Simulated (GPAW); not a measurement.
## Quasiparticle gap of MoS2 (P6_3/mmc) in GPAW

Aim: the G0W0 gap of MoS2 (P6_3/mmc) on LDA, step by step.

Method: LDA and many-body steps on it, plane waves, in GPAW 26.7.0.

Report form: the programs' logs are mostly left out.

The database entry behind the starting cell differs from later determinations by our own check (about 0.3 % long), so it need not match the best structure at ambient conditions.

### 1. The starting structure

The structure is hexagonal, space group P6_3/mmc (No. 194). Conventional cell: a = 3.169 Å, b = 3.169 Å, c = 12.324 Å, α = 90.00°, β = 90.00°, γ = 120.00°. Nearest to Mo lie 6 S at 2.41 Å. S has 3 Mo at 2.41 Å nearest. Farther neighbours and most contacts between anions are not listed.

Coordinates:

```cif
data_structure
_symmetry_space_group_name_H-M 'P 1'
_symmetry_Int_Tables_number 1
_cell_length_a 3.1690
_cell_length_b 3.1690
_cell_length_c 12.3240
_cell_angle_alpha 90.000
_cell_angle_beta 90.000
_cell_angle_gamma 120.000
_cell_volume 107.18
loop_
_atom_site_label
_atom_site_type_symbol
_atom_site_fract_x
_atom_site_fract_y
_atom_site_fract_z
_atom_site_occupancy
Mo1 Mo 0.33333 0.66667 0.25000 1
Mo2 Mo 0.66667 0.33333 0.75000 1
S3 S 0.33333 0.66667 0.62300 1
S4 S 0.66667 0.33333 0.12300 1
S5 S 0.33333 0.66667 0.87700 1
S6 S 0.66667 0.33333 0.37700 1
```

The cell and positions come from the Crystallography Open Database and are kept as given unless a step says otherwise.

### 2. Ground state

This step: GPAW 26.7.0; DFT, LDA, plane waves, PAW.

The ground-state density comes first.

Input file run.py:

```python
import json
import numpy as np
from gpaw.mpi import world
from ase import Atoms
from gpaw import GPAW, PW, FermiDirac

atoms = Atoms(['Mo', 'Mo', 'S', 'S', 'S', 'S'],
    cell=[[3.1690000000, 0.0000000000, 0.0000000000],
      [-1.5845000000, 2.7444345046, 0.0000000000],
      [0.0000000000, 0.0000000000, 12.3240000000]],
    scaled_positions=[[0.3333333333, 0.6666666667, 0.2500000000],
      [0.6666666667, 0.3333333333, 0.7500000000],
      [0.3333333333, 0.6666666667, 0.6230000000],
      [0.6666666667, 0.3333333333, 0.1230000000],
      [0.3333333333, 0.6666666667, 0.8770000000],
      [0.6666666667, 0.3333333333, 0.3770000000]],
    pbc=(True, True, True))
calc = GPAW(mode=PW(450),
    xc='LDA',
    kpts={'size': (9, 9, 2), 'gamma': True},
    occupations=FermiDirac(0.001),
    nbands=-9,
    convergence={'density': 1e-6, 'bands': -3},
    maxiter=100,
    txt='gs.txt')
atoms.calc = calc
res = {'energy': atoms.get_potential_energy()}
kpts = calc.get_ibz_k_points()
res['kpts'] = kpts
res['eigenvalues'] = [calc.get_eigenvalues(kpt=k) for k in range(len(kpts))]
res['n_electrons'] = calc.get_number_of_electrons()
calc.write('gs.gpw')

if world.rank == 0:
    with open('result.json', 'w') as f:
        json.dump(res, f, default=lambda x: x.tolist())
```

Started as:

```
> mpirun -n 4 gpaw python run.py
```

Run time: 11 s. Hardware: 4 MPI ranks of Arm Neoverse V2, shared host; peak memory 0.74 GiB; 42 s of CPU time.

Numbers from this step:

```yaml
total_energy: -49.60 eV
gap: 0.8869 eV
k_of_the_valence_top: 0, 0, 0
k_of_the_conduction_bottom: 0.3333, -0.1111, 0
least_direct_gap: 1.636 eV
```

The gap is indirect, with the least direct gap 0.75 eV higher.

### 3. Bands along the symmetry lines

Levels along a band path, at the cheap level, show where the edges lie and whether the meshes to come will hold them.

Input file run.py:

```python
import json
import numpy as np
from gpaw.mpi import world
from gpaw import GPAW

path = [[0.000000, 0.000000, 0.000000],
    [0.062500, 0.000000, 0.000000],
    [0.125000, 0.000000, 0.000000],
    [0.187500, 0.000000, 0.000000],
    [0.250000, 0.000000, 0.000000],
    [0.312500, 0.000000, 0.000000],
    [0.375000, 0.000000, 0.000000],
    [0.437500, 0.000000, 0.000000],
    [0.500000, 0.000000, 0.000000],
    [0.479167, 0.041667, 0.000000],
    [0.458333, 0.083333, 0.000000],
    [0.437500, 0.125000, 0.000000],
    [0.416667, 0.166667, 0.000000],
    [0.395833, 0.208333, 0.000000],
    [0.375000, 0.250000, 0.000000],
    [0.354167, 0.291667, 0.000000],
    [0.333333, 0.333333, 0.000000],
    [0.291667, 0.291667, 0.000000],
    [0.250000, 0.250000, 0.000000],
    [0.208333, 0.208333, 0.000000],
    [0.166667, 0.166667, 0.000000],
    [0.125000, 0.125000, 0.000000],
    [0.083333, 0.083333, 0.000000],
    [0.041667, 0.041667, 0.000000],
    [0.000000, 0.000000, 0.000000],
    [0.000000, 0.000000, 0.062500],
    [0.000000, 0.000000, 0.125000],
    [0.000000, 0.000000, 0.187500],
    [0.000000, 0.000000, 0.250000],
    [0.000000, 0.000000, 0.312500],
    [0.000000, 0.000000, 0.375000],
    [0.000000, 0.000000, 0.437500],
    [0.000000, 0.000000, 0.500000],
    [0.062500, 0.000000, 0.500000],
    [0.125000, 0.000000, 0.500000],
    [0.187500, 0.000000, 0.500000],
    [0.250000, 0.000000, 0.500000],
    [0.312500, 0.000000, 0.500000],
    [0.375000, 0.000000, 0.500000],
    [0.437500, 0.000000, 0.500000],
    [0.500000, 0.000000, 0.500000],
    [0.479167, 0.041667, 0.500000],
    [0.458333, 0.083333, 0.500000],
    [0.437500, 0.125000, 0.500000],
    [0.416667, 0.166667, 0.500000],
    [0.395833, 0.208333, 0.500000],
    [0.375000, 0.250000, 0.500000],
    [0.354167, 0.291667, 0.500000],
    [0.333333, 0.333333, 0.500000],
    [0.291667, 0.291667, 0.500000],
    [0.250000, 0.250000, 0.500000],
    [0.208333, 0.208333, 0.500000],
    [0.166667, 0.166667, 0.500000],
    [0.125000, 0.125000, 0.500000],
    [0.083333, 0.083333, 0.500000],
    [0.041667, 0.041667, 0.500000],
    [0.000000, 0.000000, 0.500000],
    [0.500000, 0.000000, 0.500000],
    [0.500000, 0.000000, 0.437500],
    [0.500000, 0.000000, 0.375000],
    [0.500000, 0.000000, 0.312500],
    [0.500000, 0.000000, 0.250000],
    [0.500000, 0.000000, 0.187500],
    [0.500000, 0.000000, 0.125000],
    [0.500000, 0.000000, 0.062500],
    [0.500000, 0.000000, 0.000000],
    [0.333333, 0.333333, 0.500000],
    [0.333333, 0.333333, 0.437500],
    [0.333333, 0.333333, 0.375000],
    [0.333333, 0.333333, 0.312500],
    [0.333333, 0.333333, 0.250000],
    [0.333333, 0.333333, 0.187500],
    [0.333333, 0.333333, 0.125000],
    [0.333333, 0.333333, 0.062500],
    [0.333333, 0.333333, 0.000000]]
calc = GPAW('gs.gpw').fixed_density(kpts=path,
    symmetry='off',
    nbands=36,
    convergence={'bands': 32},
    txt='bands.txt')
res = {}
kpts = calc.get_ibz_k_points()
res['kpts'] = kpts
res['eigenvalues'] = [calc.get_eigenvalues(kpt=k) for k in range(len(kpts))]
res['n_electrons'] = calc.get_number_of_electrons()

if world.rank == 0:
    with open('result.json', 'w') as f:
        json.dump(res, f, default=lambda x: x.tolist())
```

Started as:

```
> mpirun -n 4 gpaw python run.py
```

Elapsed: 24 s, on 4 MPI ranks; peak memory 0.89 GiB; 94 s of CPU time.

This step gave:

```yaml
gap: 0.8093 eV
k_of_the_valence_top: 0, 0, 0
k_of_the_conduction_bottom: 0.1667, 0.1667, 0
least_direct_gap: 1.636 eV
```

The gap is 0.809 eV, −0.078 eV from the run before at this level.

The electronic bands at the labelled points (eV, zero at the top of the highest filled band):

```tsv
point	band 23	band 24	band 25	band 26	band 27	band 28	band 29	band 30
Γ	-2.12	-1.20	-1.16	0.00	2.08	2.08	2.11	2.11
halfway	-2.31	-1.58	-1.51	-1.38	1.14	1.57	1.78	1.99
M	-1.72	-1.52	-1.42	-1.29	1.55	1.60	1.93	2.21
halfway	-2.76	-2.32	-1.12	-0.92	1.40	1.51	2.23	2.32
K	-2.66	-2.66	-0.80	-0.63	1.01	1.01	1.73	2.78
halfway	-1.79	-1.56	-1.50	-1.47	0.81	1.59	1.67	1.72
Γ	-2.12	-1.20	-1.16	0.00	2.08	2.08	2.11	2.11
halfway	-2.13	-1.86	-0.64	-0.06	2.08	2.08	2.10	2.10
A	-2.15	-2.15	-0.27	-0.27	2.08	2.08	2.08	2.08
halfway	-2.05	-2.05	-1.39	-1.39	1.49	1.49	1.66	1.66
L	-1.62	-1.62	-1.34	-1.34	1.57	1.57	2.08	2.08
halfway	-2.58	-2.58	-1.01	-1.01	1.46	1.46	2.27	2.27
H	-2.84	-2.84	-0.73	-0.73	1.01	1.01	2.22	2.22
halfway	-1.74	-1.74	-1.48	-1.48	1.15	1.15	1.77	1.77
A	-2.15	-2.15	-0.27	-0.27	2.08	2.08	2.08	2.08
jump to L	-1.62	-1.62	-1.34	-1.34	1.57	1.57	2.08	2.08
halfway	-1.69	-1.55	-1.39	-1.30	1.56	1.59	1.98	2.17
M	-1.72	-1.52	-1.42	-1.29	1.55	1.60	1.93	2.21
jump to H	-2.84	-2.84	-0.73	-0.73	1.01	1.01	2.22	2.22
halfway	-2.74	-2.74	-0.78	-0.66	1.01	1.01	1.87	2.62
K	-2.66	-2.66	-0.80	-0.63	1.01	1.01	1.73	2.78
```

### 4. Empty states on the mesh, 6×6×2 mesh, 253 bands

The sums over transitions need many empty states on a uniform mesh; this step solves for them.

Input file run.py:

```python
import json
import numpy as np
from gpaw.mpi import world
from gpaw import GPAW

calc = GPAW('gs.gpw').fixed_density(kpts={'size': (6, 6, 2), 'gamma': True},
    parallel={'domain': 1, 'band': 1},
    txt='nscf.txt')
calc.diagonalize_full_hamiltonian(nbands=253)
calc.write('full.gpw', mode='all')
res = {}
kpts = calc.get_ibz_k_points()
res['kpts'] = kpts
res['eigenvalues'] = [calc.get_eigenvalues(kpt=k) for k in range(len(kpts))]
res['n_electrons'] = calc.get_number_of_electrons()

if world.rank == 0:
    with open('result.json', 'w') as f:
        json.dump(res, f, default=lambda x: x.tolist())
```

Started as:

```
> mpirun -n 4 gpaw python run.py
```

Wall time 48 s (4 MPI ranks); peak memory 2.6 GiB; 3.2 min of CPU time.

This step gave:

| Item | Value |
| --- | --- |
| gap | 0.8093 eV |
| k of the valence top | 0, 0, 0 |
| k of the conduction bottom | 0.3333, -0.1667, 0 |
| least direct gap | 1.636 eV |
| k points computed | 14 |
| lowest point of the top converged band, above the valence top | 81.4842 eV |

On this mesh the gap is 0.809 eV.

### 5. Screening and self-energy, 6×6×2 mesh, 243 bands, screening to 100 eV

G0W0 replaces the xc potential by the self-energy, built once from these orbitals. Only a window of levels is corrected, while the sums run over the empty bands that the input names.

This step: G0W0 on LDA, plane waves, PAW.

Input file run.py:

```python
import json
import numpy as np
from gpaw.mpi import world
from gpaw.response.g0w0 import G0W0

gw = G0W0('full.gpw',
    filename='gw',
    kpts=[0, 4, 8],
    bands=(24, 28),
    ecut=100,
    nbands=243,
    integrate_gamma='WS',
    ppa=True)
gw.calculate()
res = {mode: {k: v for k, v in r.items() if k != 'sigma_eskwn'}
       for mode, r in gw.all_results.items()}

if world.rank == 0:
    with open('result.json', 'w') as f:
        json.dump(res, f, default=lambda x: x.tolist())
```

Started as:

```
> mpirun -n 4 gpaw python run.py
```

It took 4.4 min on 4 MPI ranks; peak memory 1.8 GiB; 17 min of CPU time.

This step gave:

| Item | Value |
| --- | --- |
| G0W0 gap on the points computed | 1.196 eV |
| least direct G0W0 gap on the computed points | 2.220 eV |
| Z at the valence top | 0.7770 |
| Z at the conduction bottom | 0.7853 |
| starting gap on the mesh | 0.8093 eV |
| k of the valence top | 0, 0, 0 |
| k of the conduction bottom | 0.3333, -0.1667, 0 |

The gap on the mesh goes from 0.81 eV to 1.20 eV, a correction of +0.39 eV. The start differs from the 0.89 eV found before because the two sample other k points.

Limits: finite bands, cutoff and mesh; no spin-orbit coupling; coarse k mesh. v1 is the top filled band, c1 the lowest empty one. The levels before and after the correction (eV, zero at the valence-band top of each column):

```tsv
	conduction bottom	valence top
Kohn-Sham	0.81	0.00
G0W0	1.20	0.00
```

```tsv
	level	energy (eV)
Kohn-Sham	Γ v2	-1.159
Kohn-Sham	Γ v1	0.000
Kohn-Sham	Γ c1-c2	2.077
Kohn-Sham	(0.333 -0.167 0) v2	-1.496
Kohn-Sham	(0.333 -0.167 0) v1	-1.472
Kohn-Sham	(0.333 -0.167 0) c1	0.809
Kohn-Sham	(0.333 -0.167 0) c2	1.588
G0W0	Γ v2	-1.815
G0W0	Γ v1	0.000
G0W0	Γ c1-c2	2.510
G0W0	(0.333 -0.167 0) v2	-1.545
G0W0	(0.333 -0.167 0) v1	-1.479
G0W0	(0.333 -0.167 0) c1	1.196
G0W0	(0.333 -0.167 0) c2	2.133
```

### 6. Where the time went

Times are wall times on 4 MPI ranks of Arm Neoverse V2, shared host, good to a factor of about two.

```tsv
step	time	share	memory (GiB)
ground state	11 s	3 %	0.74
bands along the symmetry lines	24 s	7 %	0.89
empty states on the mesh	48 s	14 %	2.6
screening and self-energy	4.4 min	76 %	1.8
```

### 7. Summary of results

| Quantity | Value |
| --- | --- |
| LDA gap | 0.81 eV, indirect |
| G0W0 gap on the mesh | 1.20 eV |
| GW settings | 6×6×2 mesh, 243 bands, screening to 100 eV, Godby-Needs plasmon pole |
| known limits | not at the basis limit; no spin-orbit coupling; coarse k mesh |

G0W0 moves the gap on the mesh from 0.81 eV to 1.20 eV (+0.39 eV), with Z of 0.78 and 0.79 at the edges. Only 3 of the mesh's irreducible points were corrected, so a valley elsewhere could overtake. The dearest step here is «screening and self-energy». Bands and cutoff are finite, so the gap is not at the basis limit. The miss can reach some tenths of an eV and take either sign; the mesh is an error of its own. These stock PAW sets were not made for GW. In the G0W0 run levels were corrected at 3 k points alone, so a gap called «on the mesh» is the least over those, and an edge elsewhere would be missed. The 6×6×2 mesh is coarse for this cell, which bears on the long-range parts of exchange and screening. The many-body steps are scalar-relativistic: spin-orbit coupling is not in them.

[Paths, hosts, dates, memory and timing lines, banners, echoed tables and standing remarks are left out of the program output.]

[Logs are printed without paths, hosts, clocks, repeated set-up lines and the standing remarks that a program may print on its own settings, such as how far it seeks lower states.]

[Runs of the session that timed out or met a known fault of the program may be left out.]

[Hosts, paths, dates, database ids (printed as entryN), source tags and the programs' standing remarks are cut or masked in the printed files.]
